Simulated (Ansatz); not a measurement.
# ZrRhS3, from a guessed structure to a relaxed one, part 2 of 2

This structure for ZrRhS3 is made up. Its elements were placed in a known structure type with a cell scaled to their sizes. What cell does the guess relax to, and how far off was it?

Ansatz 0.2.0; DFT, PBEsol, plane-wave PAW, files of the set soft_1, scalar-relativistic, no spin, cell and ions relaxed at zero pressure; PAW set soft_1 (the session's first sound run).

So far: The structure; Relaxation of the guess. The relaxed cell has a = 4.500 Å (conventional setting).

### 3. Electronic structure of the relaxed cell

A second self-consistent run takes a narrower smearing and the mesh shown in its input; the bands follow along the standard path of the relaxed lattice.

This step: DFT, PBEsol, plane-wave PAW, files of the set soft_1, scalar-relativistic, no spin, bands and density of states at the relaxed cell; PAW set soft_1 (Ansatz 0.2.0).

The input, input.yaml:

```yaml
crystal:
  lattice:
    - [4.4998269002, 0.0, 0.0]
    - [0.0, 4.4998269002, 0.0]
    - [0.0, 0.0, 4.4998269002]
  atoms:
    - { symbol: Rh, position: [0.0, 0.0, 0.0] }
    - { symbol: Zr, position: [0.5, 0.5, 0.5] }
    - { symbol: S, position: [0.5, 0.0, 0.0] }
    - { symbol: S, position: [0.0, 0.5, 0.0] }
    - { symbol: S, position: [0.0, 0.0, 0.5] }
kpoints:
  mp_grid: { grid: [8, 8, 8] }
  band_path:
    path:
      - [[0.0, 0.0, 0.0], [0.0, 0.5, 0.0], [0.5, 0.5, 0.0], [0.0, 0.0, 0.0], [0.5, 0.5, 0.5], [0.0, 0.5, 0.0]]
      - [[0.5, 0.5, 0.0], [0.5, 0.5, 0.5]]
    npoints: 13
scf:
  occupations: { method: fermi_dirac, width: 0.03 }
  n_extra_bands: 9
hamiltonian:
  xc: pbesol
  pseudopotentials: { kind: paw, azcp: { folder: soft_1 }, xc_functional: pbe }
output:
  forces: true
  stress: true
  write_bands: true
  dos: { projected: true }
  write_density: true
  write_potential: true
  elf: true
  volumetric_format: npy
```

On the command line:

```sh
> ansatz run input.yaml --threads 4 --pin off --max-ram 8192MiB --backend cpu --events-out ev --progress --plain --runs-dir out
```

Numbers of over 12 decimals in the logs are rounded to 6 here.

What it wrote:

```text
[...]
Crystal: 5 atoms, lattice volume = 91.114 Å³
Basis set: ecut = 420 eV, 1791 PW (Γ), exchange–correlation on 64×64×64 points (8 copies of the dense FFT grid, shifted against one another)
Bands: 33, of which v1, the nominal top of the filled ones, is band 24 counted from 1 (23 counted from 0)
Symmetry: 48 space group operations
[...]
k-points: 35 of 512
[...]
SCF iter   1: F=—  HF=-13127.010013 eV  |F-HF|=—  |Δ(HF+E_count)|=         —  Δρ=1.97e-1  dr2=8.92e1  ethr=3.10e-3  ⟨swp⟩=7.5  Hψ=5495  notcnv=0
[...]
SCF iter  10: F=-13123.177211 eV  HF=-13123.177211 eV  |F-HF|=3.96e-8  |Δ(HF+E_count)|=   5.52e-8  Δρ=4.66e-6  dr2=4.36e-8  ethr=2.13e-10  ⟨swp⟩=16.2  Hψ=9217  notcnv=0
SCF 1 converged in 10 iterations: F = -13123.177211 eV  dr2 = 4.36e-8
[...]
NSCF: frozen V_eff on 80 k-points
SCF converged after 10 iterations
Free energy (F): -13123.177211 eV
[...]
Internal energy: -13123.170120 eV  (E = F + TS)
E sigma→0 (E₀):  -13123.173665 eV
Entropy (-TS):   -0.007091 eV (-1.418 meV/atom)
Fermi energy:    11.862582 eV
[...]
--- Stress (GPa, compression-positive) ---
       -0.078951       0.000000       0.000000
        0.000000      -0.078951       0.000000
        0.000000       0.000000      -0.078951
  P = ⅓ Tr σ = -0.0790 GPa (-0.790 kbar)
--- Band table (eV; the first three rows and the last of 35) ---
  k-point 0: bands = [... 20 lower, 10.0168, 10.0168, 10.8549, 10.8549, 10.8549, 11.8129, 11.8129, 12.0702, ... 5 higher]
  k-point 1: bands = [... 20 lower, 9.9447, 10.2548, 10.8746, 10.8746, 10.9822, 12.0431, 12.1580, 12.3060, ... 5 higher]
  k-point 2: bands = [... 20 lower, 10.1378, 10.3739, 11.1207, 11.1207, 11.4233, 11.9765, 12.8594, 12.9002, ... 5 higher]
  k-point 34: bands = [... 20 lower, 11.5791, 11.5791, 11.5791, 12.1423, 12.3147, 12.3147, 12.3147, 12.5637, ... 5 higher]
```

Elapsed: 2.6 s, on 4 threads of Intel Xeon at 2.60GHz (Ice Lake), shared host; peak memory 0.51 GiB; 9.3 s of CPU time.

Reading the cycles: dr2 is the Hartree energy of the density residual (eV), the measure of convergence; HF is the Harris–Foulkes estimate of the energy, which meets the free energy F at convergence.

Numbers from this step:

| Quantity | Value |
| --- | --- |
| free energy | -13123.1772 eV |
| energy at zero smearing | -13123.1737 eV |
| smearing term TS | 0.007091 eV |
| Fermi energy | 11.86 eV |
| pressure | -0.07895 GPa |

bands.tsv at the labelled points (eV, zero at the Fermi level; the bands that come nearest the Fermi level along the path):

```tsv
point	band 21	band 22	band 23	band 24	band 25	band 26	band 27	band 28
Γ	-1.85	-1.85	-1.01	-1.01	-1.01	-0.05	-0.05	0.21
X	-1.73	-1.44	-0.24	-0.24	0.02	0.47	1.02	1.82
M	-0.94	-0.89	-0.89	-0.40	0.65	0.90	1.76	2.35
Γ	-1.85	-1.85	-1.01	-1.01	-1.01	-0.05	-0.05	0.21
R	-0.28	-0.28	-0.28	0.28	0.45	0.45	0.45	0.70
X	-1.73	-1.44	-0.24	-0.24	0.02	0.47	1.02	1.82
M	-0.94	-0.89	-0.89	-0.40	0.65	0.90	1.76	2.35
R	-0.28	-0.28	-0.28	0.28	0.45	0.45	0.45	0.70
```

States per cell as run, both spins, in windows of 1 eV, from dos.tsv (zero at the Fermi level): Near the top, bands beyond those computed are missing, so counts there can be too low.

```
from  to  total
  -8  -7   0.45
  -7  -6   4.13
  -6  -5   4.83
  -5  -4   1.59
  -4  -3   2.38
  -3  -2   3.17
  -2  -1   4.72
  -1   0   3.79
   0   1   4.97
   1   2   5.58
   2   3   1.94
   3   4   1.34
   4   5   1.05
```

A further 22.0 states lie below the table's range.

Valence density in the ac plane at fractional y = 0.000, with atoms of Rh and S within 0.2 Å of it. It is the smooth field of the valence electrons, not physical close to the nuclei.

Ten steps, logarithmic in the rise over the least value, from '0' (0 e/Å³) to '9' (14 e/Å³), each cell a mean:
```
98633443443479
77433444433357
44322233321234
33211111111133
44311000001234
44421000001344
24421000001343
34421000001344
44321000001244
43211111111233
43211222211233
66422344432346
98633444443478
99644432443479
```
Columns run along a (4.5 Å), rows up along c (4.5 Å). Atoms in or near the plane, at fractional coordinates: Rh at (0.00, 0.00), S at (0.50, 0.00), S at (0.00, 0.50).

Electrostatic potential energy in the ac plane at fractional y = 0.000, with atoms of Rh and S within 0.2 Å of it. With pseudopotentials it is smooth inside the atoms' cores, unlike the true potential.

Ten even steps from '0' (-58 eV) to '9' (15 eV), each cell a mean:
```
00487434368620
13688744579852
67899987899986
88999999999998
56899999999976
34699999999853
53599999999744
43699999999843
45899999999974
78999999999987
78999999999988
35799865689864
01588533468730
00377445358610
```
Columns run along a (4.5 Å; values clipped at the 3rd and 97th percentile), rows up along c (4.5 Å). Atoms in or near the plane, at fractional coordinates: Rh at (0.00, 0.00), S at (0.50, 0.00), S at (0.00, 0.50).

ELF in the ac plane at fractional y = 0.000, with atoms of Rh and S within 0.2 Å of it. It is the smooth field of the valence electrons, not physical close to the nuclei.

Ten even steps from '_' (0.02) to '@' (0.84), each cell a mean:
```
%%##==--##%%--..++@@++::**%%
****==::**@@%%%%@@%%==::++**
::::::::==##@@@@@@**::..::::
**++==::..--**##++::..::==++
%%@@%%==....::--::..::**%%@@
--##@@%%==........::++@@@@++
__--@@@@++..____..--##@@%%..
..++@@%%++..____..::**@@%%--
##@@@@**::..........--##@@%%
%%##++::..::++++==....==**##
----::..::**%%@@%%==::::::--
====--::++@@@@@@@@%%==::====
####==--##@@++--##@@++::**##
%%##==--%%##..__--%%**::**%%
```
Columns run along a (4.5 Å), rows up along c (4.5 Å). Atoms in or near the plane, at fractional coordinates: Rh at (0.00, 0.00), S at (0.50, 0.00), S at (0.00, 0.50).

### 4. Outcome

```yaml
space_group_relaxed: Pm-3m
conventional_cell: a = 4.500, b = 4.500, c = 4.500 Å; α = 90.0°, β = 90.0°, γ = 90.0°
volume_per_atom: 18.22 Å³ (guess 17.70)
```

ZrRhS3 relaxes to Pm-3m with a = 4.500, b = 4.500 and c = 4.500 Å. The guessed volume was 3 % too small. The space group Pm-3m was held in the relaxation, so the end point is a stationary structure within it and may be a saddle against distortions or other arrangements. Bands cross the Fermi level, so it is a metal or semimetal at this level. The electron count is odd, which forces that without spin polarisation or a larger cell. On the 8×8×8 mesh with the narrower smearing (relaxed on 6×6×6) the forces vanish, as symmetry may demand, and the largest stress component is 0.079 GPa, against the relaxation's thresholds of 0.015 eV/Å and 0.05 GPa. The cutoff wasn't tested. No dispersion term is used, so weakly bound directions may come out too long. The runs have no spin, and magnetism wasn't tested. Nothing here tests whether the compound is stable against decomposition.

[Logs are printed without paths, hosts, clocks, repeated set-up lines and the standing remarks that a program may print on its own settings, such as how far it seeks lower states.]

[Hosts, paths, dates, database ids (printed as entryN), source tags and the programs' standing remarks are cut or masked in the printed files.]
